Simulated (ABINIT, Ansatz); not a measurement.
# CsPbCl3 (Pm-3m): G0W0 with ABINIT, start to end, part 2 of 3

Aim: the G0W0 gap of CsPbCl3 (Pm-3m) on PBE, step by step.

ABINIT 10.8.3; PBE and many-body steps on it, plane waves. Known limits of the many-body steps: not at the basis limit; no spin-orbit coupling; coarse k mesh.

So far. Step 2 (Ground state): The gap is direct, at (0.500, 0.500, 0.500).

### 3. Bands along the symmetry lines

Level of this step: DFT, PBE, plane waves, norm-conserving pseudopotentials (ABINIT).

The cheap functional maps the bands first; the places of the edges decide which points the dearer methods must see.

Contents of run.abi:

```
acell 3*1.0 Angstrom
rprim 
  5.605000000000 0.000000000000 0.000000000000
  0.000000000000 5.605000000000 0.000000000000
  0.000000000000 0.000000000000 5.605000000000
ntypat 3
znucl 55 82 17
natom 5
typat 1 2 3 3 3
xred 
  0.000000000000 0.000000000000 0.000000000000
  0.500000000000 0.500000000000 0.500000000000
  0.500000000000 0.500000000000 0.000000000000
  0.000000000000 0.500000000000 0.500000000000
  0.500000000000 0.000000000000 0.500000000000
pp_dirpath "pseudos"
pseudos "Cs.upf, Pb.upf, Cl.upf"
ecut 32
iscf -2
irdden 1
kptopt 0
nkpt 26
kpt 
  0.00000000 0.00000000 0.00000000
  0.00000000 0.12500000 0.00000000
  0.00000000 0.25000000 0.00000000
  0.00000000 0.37500000 0.00000000
  0.00000000 0.50000000 0.00000000
  0.12500000 0.50000000 0.00000000
  0.25000000 0.50000000 0.00000000
  0.37500000 0.50000000 0.00000000
  0.50000000 0.50000000 0.00000000
  0.37500000 0.37500000 0.00000000
  0.25000000 0.25000000 0.00000000
  0.12500000 0.12500000 0.00000000
  0.00000000 0.00000000 0.00000000
  0.12500000 0.12500000 0.12500000
  0.25000000 0.25000000 0.25000000
  0.37500000 0.37500000 0.37500000
  0.50000000 0.50000000 0.50000000
  0.37500000 0.50000000 0.37500000
  0.25000000 0.50000000 0.25000000
  0.12500000 0.50000000 0.12500000
  0.00000000 0.50000000 0.00000000
  0.50000000 0.50000000 0.50000000
  0.50000000 0.50000000 0.37500000
  0.50000000 0.50000000 0.25000000
  0.50000000 0.50000000 0.12500000
  0.50000000 0.50000000 0.00000000
istwfk *1
nband 33
nbdbuf 2
tolwfr 1e-08
nstep 40
prtwf 0
prtvol 0
indata_prefix "in"
outdata_prefix "out"
tmpdata_prefix "tmp"
```

Launch:

```sh
> OMP_NUM_THREADS=1 mpirun -n 4 abinit run.abi > log
```

Numbers of over 12 decimals in the logs are rounded to 6 here.

The program printed:

```text
.Version 10.8.3 of ABINIT. v10.8.2 released Aug 2026.

 Symmetries : space group Pm -3 m (#221); Bravais cP (primitive cubic)
[... echo of the input left out ...]
== DATASET  1 ==================================================================
-   mpi_nproc: 4, omp_nthreads: 1 (-1 if OMP is not activated)

--- !DatasetInfo
iteration_state: {dtset: 1, }
dimensions: {natom: 5, nkpt: 26, mband: 33, nsppol: 1, nspinor: 1, nspden: 1, mpw: 10315, }
cutoff_energies: {ecut:  32.0, pawecutdg:  -1.0, }
electrons: {nelect:   5.20000000E+01, charge:   0.00000000E+00, occopt:   1.00000000E+00, tsmear:   1.00000000E-02, }

 Real(R)+Recip(G) space primitive vectors, cartesian coordinates (Bohr,Bohr^-1):
 R(1)= 10.5919149  0.0000000  0.0000000  G(1)=  0.0944116  0.0000000  0.0000000
 R(2)=  0.0000000 10.5919149  0.0000000  G(2)=  0.0000000  0.0944116  0.0000000
 R(3)=  0.0000000  0.0000000 10.5919149  G(3)=  0.0000000  0.0000000  0.0944116
 Unit cell volume ucvol=  1.1882928E+03 bohr^3
 Angles (23,13,12)=  9.00000000E+01  9.00000000E+01  9.00000000E+01 degrees

 getcut: wavevector=  0.0000  0.0000  0.0000  ngfft=  54  54  54
         ecut(hartree)=     32.000   => boxcut(ratio)=   2.00207

--- Pseudopotential description ------------------------------------------------
- Cs Generated using ONCVPSP code by D. R. Hamann
- 55.00000   9.00000  171031                  znucl, zion, pspdat
12 -101130 3 -1 2414                          pspcod,pspxc,lmax,lloc,mmax
     nproj     2     2     2     2
  pspatm : epsatm=   22.81663564
         --- l  ekb(1:nproj) -->
             0    6.176104    0.756334
             1    6.263084    0.786397
             2    3.737592    0.906929
[...]
pspatm: atomic psp has been read  and splines computed

- Pb Generated using ONCVPSP code by D. R. Hamann
- 82.00000  22.00000  220131                  znucl, zion, pspdat
12 -101130 3 -1 1692                          pspcod,pspxc,lmax,lloc,mmax
     nproj     2     2     2     1
  pspatm : epsatm=   27.21822286
         --- l  ekb(1:nproj) -->
[...]
3    9.337611
 pspatm: atomic psp has been read  and splines computed

- Cl Generated using ONCVPSP code by D. R. Hamann
- 17.00000   7.00000  171031                  znucl, zion, pspdat
12 -101130 2 -1 1028                          pspcod,pspxc,lmax,lloc,mmax
     nproj     2     2     2     0
  pspatm : epsatm=    9.12776517
         --- l  ekb(1:nproj) -->
[...]
pspatm: atomic psp has been read  and splines computed

--------------------------------------------------------------------------------

================================================================================
 prteigrs : about to open file out_EIG
 Non-SCF case, kpt    1 (  0.00000  0.00000  0.00000), residuals and eigenvalues=
  6.30E-09  1.92E-09  4.87E-09  8.05E-09  7.00E-09  3.92E-09  8.29E-09  4.08E-09
[...]
Non-SCF case, kpt   25 (  0.50000  0.50000  0.12500), residuals and eigenvalues=
[...]
Non-SCF case, kpt   26 (  0.50000  0.50000  0.00000), residuals and eigenvalues=
[...]
-2.3826E-02 -2.7424E-03 -2.7424E-03 -1.4325E-03 -1.4325E-03  8.2114E-04
  2.0686E-02  7.2320E-02  1.9495E-01  1.9495E-01  2.8318E-01  3.0027E-01
[...]
--- !ResultsGS
iteration_state: {dtset: 1, }
comment   : Summary of ground state results
lattice_vectors:
- [ 10.5919149,   0.0000000,   0.0000000, ]
- [  0.0000000,  10.5919149,   0.0000000, ]
- [  0.0000000,   0.0000000,  10.5919149, ]
lattice_lengths: [  10.59191,   10.59191,   10.59191, ]
lattice_angles: [ 90.000,  90.000,  90.000, ] # degrees, (23, 13, 12)
lattice_volume:   1.1882928E+03
convergence: {deltae:  0.000E+00, res2:  0.000E+00, residm:  9.999E-09, diffor:  0.000E+00, }
etotal    :  -2.82636524E+02
entropy   :   0.00000000E+00
fermie    :   1.02427899E-01
cartesian_stress_tensor: null
pressure_GPa: null
xred      :
- [  0.0000E+00,   0.0000E+00,   0.0000E+00, Cs]
- [  5.0000E-01,   5.0000E-01,   5.0000E-01, Pb]
- [  5.0000E-01,   5.0000E-01,   0.0000E+00, Cl]
- [  0.0000E+00,   5.0000E-01,   5.0000E-01, Cl]
- [  5.0000E-01,   0.0000E+00,   5.0000E-01, Cl]
cartesian_forces: null
force_length_stats: {min: null, max: null, mean: null, }

 Integrated electronic density in atomic spheres:
 ------------------------------------------------
 Atom  Sphere_radius  Integrated_density
[...]
================================================================================

 ----iterations are completed or convergence reached----

 Mean square residual over all n,k,spin=   68.168E-10; max=  99.992E-10
 reduced coordinates (array xred) for    5 atoms
[...]
0.000000000000      0.500000000000      0.500000000000
       0.500000000000      0.000000000000      0.500000000000

 cartesian coordinates (angstrom) at end:
    1      0.000000     0.000000     0.000000
    2      2.802500     2.802500     2.802500
    3      2.802500     2.802500     0.000000
    4      0.000000     2.802500     2.802500
    5      2.802500     0.000000     2.802500
 length scales=  1.889726125908  1.889726125908  1.889726125908 bohr
              =  1.000000000000  1.000000000000  1.000000000000 angstroms
 prteigrs : about to open file out_EIG
 Eigenvalues (hartree) for nkpt=  26  k points:
 kpt#   1, nband= 33, wtk=  1.00000, kpt=  0.0000  0.0000  0.0000 (reduced coord)
[...]
kpt#   2, nband= 33, wtk=  1.00000, kpt=  0.0000  0.1250  0.0000 (reduced coord)
[...]
kpt#   3, nband= 33, wtk=  1.00000, kpt=  0.0000  0.2500  0.0000 (reduced coord)
[...]
kpt#  25, nband= 33, wtk=  1.00000, kpt=  0.5000  0.5000  0.1250 (reduced coord)
[...]
0.32530
 kpt#  26, nband= 33, wtk=  1.00000, kpt=  0.5000  0.5000  0.0000 (reduced coord)
[...]
-0.19641   -0.06162   -0.02383   -0.00274   -0.00274   -0.00143   -0.00143    0.00082
   0.02069    0.07232    0.19495    0.19495    0.28318    0.30027    0.31371    0.32720
   0.33270

== END DATASET(S) ==============================================================
================================================================================

 -outvars: echo values of variables after computation  --------
            nband          33
             nkpt          26
          spgroup         221
 [... the other variables as echoed above ...]

 Calculation completed.
```

Run time: 73 s. Hardware: 4 MPI ranks of Arm Neoverse V1, shared host; peak memory 0.44 GiB; 4.9 min of CPU time.

This step gave:

```yaml
gap: 1.932 eV
k_of_the_valence_top: 0.5, 0.5, 0.5
k_of_the_conduction_bottom: 0.5, 0.5, 0.5
least_direct_gap: 1.932 eV
```

The gap is 1.932 eV, as in the run before at this level.

Electronic bands along the path, in eV, zero at the top of the highest filled band:

| point | band 23 | band 24 | band 25 | band 26 | band 27 | band 28 | band 29 | band 30 |
| --- | --- | --- | --- | --- | --- | --- | --- | --- |
| Γ | -2.64 | -2.54 | -2.54 | -2.54 | 3.34 | 4.28 | 4.28 | 5.19 |
| halfway | -2.69 | -2.59 | -2.59 | -2.44 | 3.85 | 4.63 | 4.69 | 4.83 |
| X | -2.74 | -2.64 | -2.64 | -1.69 | 3.02 | 4.68 | 5.19 | 5.33 |
| halfway | -2.73 | -2.65 | -2.40 | -1.46 | 2.76 | 4.07 | 5.10 | 5.16 |
| M | -2.83 | -2.76 | -2.22 | -0.82 | 2.52 | 2.52 | 4.92 | 5.38 |
| halfway | -2.66 | -2.63 | -2.43 | -2.26 | 4.08 | 4.25 | 4.63 | 5.04 |
| Γ | -2.64 | -2.54 | -2.54 | -2.54 | 3.34 | 4.28 | 4.28 | 5.19 |
| halfway | -2.45 | -2.45 | -2.44 | -2.10 | 3.91 | 3.91 | 3.99 | 4.88 |
| R | -2.21 | -2.21 | -2.21 | 0.00 | 1.93 | 1.93 | 1.93 | 5.10 |
| halfway | -2.49 | -2.46 | -2.36 | -1.26 | 2.48 | 3.67 | 3.83 | 5.20 |
| X | -2.74 | -2.64 | -2.64 | -1.69 | 3.02 | 4.68 | 5.19 | 5.33 |
| jump to R | -2.21 | -2.21 | -2.21 | 0.00 | 1.93 | 1.93 | 1.93 | 5.10 |
| halfway | -2.44 | -2.44 | -2.22 | -0.62 | 2.22 | 2.22 | 3.49 | 5.46 |
| M | -2.83 | -2.76 | -2.22 | -0.82 | 2.52 | 2.52 | 4.92 | 5.38 |

### 4. Empty states on the mesh, 2×2×2 mesh, 605 bands

The sums over transitions need many empty states on a uniform mesh; this step solves for them.

Contents of run.abi:

```
acell 3*1.0 Angstrom
rprim 
  5.605000000000 0.000000000000 0.000000000000
  0.000000000000 5.605000000000 0.000000000000
  0.000000000000 0.000000000000 5.605000000000
ntypat 3
znucl 55 82 17
natom 5
typat 1 2 3 3 3
xred 
  0.000000000000 0.000000000000 0.000000000000
  0.500000000000 0.500000000000 0.500000000000
  0.500000000000 0.500000000000 0.000000000000
  0.000000000000 0.500000000000 0.500000000000
  0.500000000000 0.000000000000 0.500000000000
pp_dirpath "pseudos"
pseudos "Cs.upf, Pb.upf, Cl.upf"
ecut 32
ngkpt 2 2 2
nshiftk 1
shiftk 0 0 0
kptopt 1
chksymbreak 0
iscf -2
irdden 1
istwfk *1
nband 605
nbdbuf 54
tolwfr 1e-09
nstep 60
prtvol 0
indata_prefix "in"
outdata_prefix "out"
tmpdata_prefix "tmp"
```

The program printed:

```text
.Version 10.8.3 of ABINIT. v10.8.2 released Aug 2026.

 Symmetries : space group Pm -3 m (#221); Bravais cP (primitive cubic)
[... echo of the input left out ...]
== DATASET  1 ==================================================================
-   mpi_nproc: 4, omp_nthreads: 1 (-1 if OMP is not activated)

--- !DatasetInfo
iteration_state: {dtset: 1, }
dimensions: {natom: 5, nkpt: 4, mband: 605, nsppol: 1, nspinor: 1, nspden: 1, mpw: 10280, }
cutoff_energies: {ecut:  32.0, pawecutdg:  -1.0, }
electrons: {nelect:   5.20000000E+01, charge:   0.00000000E+00, occopt:   1.00000000E+00, tsmear:   1.00000000E-02, }

 Real(R)+Recip(G) space primitive vectors, cartesian coordinates (Bohr,Bohr^-1):
 R(1)= 10.5919149  0.0000000  0.0000000  G(1)=  0.0944116  0.0000000  0.0000000
 R(2)=  0.0000000 10.5919149  0.0000000  G(2)=  0.0000000  0.0944116  0.0000000
 R(3)=  0.0000000  0.0000000 10.5919149  G(3)=  0.0000000  0.0000000  0.0944116
 Unit cell volume ucvol=  1.1882928E+03 bohr^3
 Angles (23,13,12)=  9.00000000E+01  9.00000000E+01  9.00000000E+01 degrees

 getcut: wavevector=  0.0000  0.0000  0.0000  ngfft=  54  54  54
         ecut(hartree)=     32.000   => boxcut(ratio)=   2.00207

--- Pseudopotential description ------------------------------------------------
- Cs Generated using ONCVPSP code by D. R. Hamann
- 55.00000   9.00000  171031                  znucl, zion, pspdat
12 -101130 3 -1 2414                          pspcod,pspxc,lmax,lloc,mmax
     nproj     2     2     2     2
  pspatm : epsatm=   22.81663564
         --- l  ekb(1:nproj) -->
             0    6.176104    0.756334
             1    6.263084    0.786397
             2    3.737592    0.906929
[...]
pspatm: atomic psp has been read  and splines computed

- Pb Generated using ONCVPSP code by D. R. Hamann
- 82.00000  22.00000  220131                  znucl, zion, pspdat
12 -101130 3 -1 1692                          pspcod,pspxc,lmax,lloc,mmax
     nproj     2     2     2     1
  pspatm : epsatm=   27.21822286
         --- l  ekb(1:nproj) -->
[...]
3    9.337611
 pspatm: atomic psp has been read  and splines computed

- Cl Generated using ONCVPSP code by D. R. Hamann
- 17.00000   7.00000  171031                  znucl, zion, pspdat
12 -101130 2 -1 1028                          pspcod,pspxc,lmax,lloc,mmax
     nproj     2     2     2     0
  pspatm : epsatm=    9.12776517
         --- l  ekb(1:nproj) -->
[...]
pspatm: atomic psp has been read  and splines computed

--------------------------------------------------------------------------------

================================================================================
 prteigrs : about to open file out_EIG
 Non-SCF case, kpt    1 (  0.00000  0.00000  0.00000), residuals and eigenvalues=
  7.30E-10  2.18E-10  1.35E-10  2.02E-10  8.25E-11  7.10E-10  8.59E-10  5.86E-10
  6.78E-10  8.26E-10  1.04E-10  1.49E-10  1.78E-10  1.35E-10  1.69E-10  2.52E-10
  1.54E-10  1.23E-10  1.46E-10  2.12E-10  7.77E-11  1.84E-10  2.53E-10  1.38E-10
[...]
3.76E-04  1.17E-03  3.44E-04  4.27E-04  6.11E-04
 -5.0237E+00 -2.8816E+00 -2.8816E+00 -2.8816E+00 -6.8291E-01 -5.1653E-01
 -5.1653E-01 -5.0762E-01 -5.0762E-01 -5.0762E-01 -4.5513E-01 -4.2305E-01
 -4.2305E-01 -1.9776E-01 -1.9776E-01 -1.9776E-01 -1.4101E-01 -6.9483E-02
[...]
4.4591E+00  4.4633E+00  4.4852E+00  4.4853E+00  4.4854E+00  4.5027E+00
  4.5032E+00  4.5078E+00  4.5162E+00  4.5168E+00  4.5171E+00  4.5197E+00
  4.5203E+00  4.5225E+00  4.5422E+00  4.5448E+00  4.5484E+00
 prteigrs : prtvol=0 or 1, do not print more k-points.

--- !ResultsGS
iteration_state: {dtset: 1, }
comment   : Summary of ground state results
lattice_vectors:
- [ 10.5919149,   0.0000000,   0.0000000, ]
- [  0.0000000,  10.5919149,   0.0000000, ]
- [  0.0000000,   0.0000000,  10.5919149, ]
lattice_lengths: [  10.59191,   10.59191,   10.59191, ]
lattice_angles: [ 90.000,  90.000,  90.000, ] # degrees, (23, 13, 12)
lattice_volume:   1.1882928E+03
convergence: {deltae:  0.000E+00, res2:  0.000E+00, residm:  9.845E-10, diffor:  0.000E+00, }
etotal    :  -2.82636524E+02
entropy   :   0.00000000E+00
fermie    :   1.02427899E-01
cartesian_stress_tensor: null
pressure_GPa: null
xred      :
- [  0.0000E+00,   0.0000E+00,   0.0000E+00, Cs]
- [  5.0000E-01,   5.0000E-01,   5.0000E-01, Pb]
- [  5.0000E-01,   5.0000E-01,   0.0000E+00, Cl]
- [  0.0000E+00,   5.0000E-01,   5.0000E-01, Cl]
- [  5.0000E-01,   0.0000E+00,   5.0000E-01, Cl]
cartesian_forces: null
force_length_stats: {min: null, max: null, mean: null, }

 Integrated electronic density in atomic spheres:
 ------------------------------------------------
 Atom  Sphere_radius  Integrated_density
[...]
================================================================================

 ----iterations are completed or convergence reached----

 Mean square residual over all n,k,spin=   36.361E-11; max=  98.450E-11
 reduced coordinates (array xred) for    5 atoms
[...]
0.000000000000      0.500000000000      0.500000000000
       0.500000000000      0.000000000000      0.500000000000

 cartesian coordinates (angstrom) at end:
    1      0.000000     0.000000     0.000000
    2      2.802500     2.802500     2.802500
    3      2.802500     2.802500     0.000000
    4      0.000000     2.802500     2.802500
    5      2.802500     0.000000     2.802500
 length scales=  1.889726125908  1.889726125908  1.889726125908 bohr
              =  1.000000000000  1.000000000000  1.000000000000 angstroms
 prteigrs : about to open file out_EIG
 Eigenvalues (hartree) for nkpt=   4  k points:
 kpt#   1, nband=605, wtk=  0.12500, kpt=  0.0000  0.0000  0.0000 (reduced coord)
[...]
4.44309    4.45206    4.45908    4.45909    4.45909    4.46335    4.48515    4.48528
   4.48538    4.50265    4.50319    4.50784    4.51625    4.51682    4.51710    4.51966
   4.52031    4.52253    4.54218    4.54479    4.54835
 prteigrs : prtvol=0 or 1, do not print more k-points.

== END DATASET(S) ==============================================================
================================================================================

 -outvars: echo values of variables after computation  --------
            nband         605
             nkpt           4
          spgroup         221
 [... the other variables as echoed above ...]

 Calculation completed.
```

Run time: 12 min. Hardware: 4 MPI ranks; peak memory 0.9 GiB; 47 min of CPU time.

This step gave:

```yaml
gap: 1.932 eV
k_of_the_valence_top: 0.5, 0.5, 0.5
k_of_the_conduction_bottom: 0.5, 0.5, 0.5
least_direct_gap: 1.932 eV
k_points_computed: 4
lowest_point_of_the_top_converged_band_above_the_valence_top: 111.6159 eV
```

On this mesh the gap is 1.932 eV.

### 5. Screening, 2×2×2 mesh, 551 bands, screening to 217.7 eV

The RPA dielectric matrix is built and inverted for each q.

This step: RPA screening on PBE, plane waves, norm-conserving pseudopotentials.

run.abi: that of step 4 with these lines changed.

```diff
@@ -23,10 +23,11 @@
 chksymbreak 0
-iscf -2
-irdden 1
 istwfk *1
-nband 605
-nbdbuf 54
-tolwfr 1e-09
-nstep 60
-prtvol 0
+occopt 1
+irdwfk 1
+optdriver 3
+nband 551
+ecuteps 8
+inclvkb 2
+awtr 1
+symchi 1
 indata_prefix "in"
```

The program printed:

```text
.Version 10.8.3 of ABINIT. v10.8.2 released Aug 2026.

 Symmetries : space group Pm -3 m (#221); Bravais cP (primitive cubic)
[... echo of the input left out ...]
== DATASET  1 ==================================================================
-   mpi_nproc: 4, omp_nthreads: 1 (-1 if OMP is not activated)

--- !DatasetInfo
iteration_state: {dtset: 1, }
dimensions: {natom: 5, nkpt: 4, mband: 551, nsppol: 1, nspinor: 1, nspden: 1, mpw: 10280, }
cutoff_energies: {ecut:  32.0, pawecutdg:  -1.0, }
electrons: {nelect:   5.20000000E+01, charge:   0.00000000E+00, occopt:   1.00000000E+00, tsmear:   1.00000000E-02, }

 SCREENING: Calculation of the susceptibility and dielectric matrices

 Based on a program developped by R.W. Godby, V. Olevano, G. Onida, and L. Reining.
 Incorporated in ABINIT by V. Olevano, G.-M. Rignanese, and M. Torrent.
.Using double precision arithmetic ; gwpc =  8

[... cell and pseudopotentials left out ...]
--------------------------------------------------------------------------------

 ==== K-mesh for the wavefunctions ====
 Number of points in the irreducible wedge :     4
[... list of points left out ...]
 Together with 48 symmetry operations and time-reversal symmetry
 yields     8 points in the full Brillouin Zone.

 ==== Q-mesh for the screening function ====
 Number of points in the irreducible wedge :     4
[... list of points left out ...]
 Together with 48 symmetry operations and time-reversal symmetry
 yields     8 points in the full Brillouin Zone.

 setmesh: FFT mesh size selected  =    45x   45x   45
          total number of points  =        91125

 vcoul_init : cutoff-mode = AUXILIARY_FUNCTION
 q-points for optical limit:   1
     1)      0.000010    0.000020    0.000030

- screening: taking advantage of time-reversal symmetry
- Maximum band index for partially occupied states nbvw = 26
- Remaining bands to be divided among processors   nbcw = 525
- Number of bands treated by each node ~131

 Number of electrons calculated from density =   52.0000; Expected =   52.0000
 average of density, n =  0.043760
 r_s =    1.7604
 omega_plasma =   20.1788 [eV]

 calculating chi0 at frequencies [eV] :
  1    0.000000E+00    0.000000E+00
  2    0.000000E+00    2.017881E+01

--------------------------------------------------------------------------------
  q-point number  1        q = ( 0.000000, 0.000000, 0.000000) [r.l.u.]
--------------------------------------------------------------------------------
[... chi0 elements left out ...]
 For q-point:  0.000010 0.000020 0.000030
  dielectric constant =   7.2336
  dielectric constant without local fields =   8.2230

  Average fulfillment of the sum rule on Im[epsilon] for q-point    1 :     87.29  [%]
[... wings left out ...]
  q-point number  2        q = ( 0.500000, 0.000000, 0.000000) [r.l.u.]
--------------------------------------------------------------------------------
[... chi0 elements left out ...]
  Average fulfillment of the sum rule on Im[epsilon] for q-point    2 :     90.02  [%]

 [... 2 further q-points ...]
```

Elapsed: 8.1 min, on 4 MPI ranks; peak memory 4.9 GiB.

Numbers from this step:

- ε∞ with local fields, on this mesh, along the program's q direction: 7.234
- the same without local fields: 8.223
- plasma frequency: 20.18 eV
- plane waves in the screening matrix: 1309

Local fields lower ε∞ by 12 %. On a Γ-centred mesh this coarse the value itself is usually too large, while a short band sum pulls it down.

(Part 2 of 3 ends here.)

[Paths, hosts, dates, memory and timing lines, banners, echoed tables and standing remarks are left out of the program output.]

[Logs are printed without paths, hosts, clocks, repeated set-up lines and the standing remarks that a program may print on its own settings, such as how far it seeks lower states.]

[Runs of the session that timed out or met a known fault of the program may be left out.]

[Hosts, paths, dates, database ids (printed as entryN), source tags and the programs' standing remarks are cut or masked in the printed files.]

[G0W0 gaps are taken among the corrected bands and points alone; a level outside them can change the order at an edge.]

[Where Ansatz stands beside ABINIT at settings called matched, ABINIT's density can come from a denser mesh and the files from another edition; pairs whose starting gaps differed by over 0.03 eV were left out, so agreement reads better than it is.]
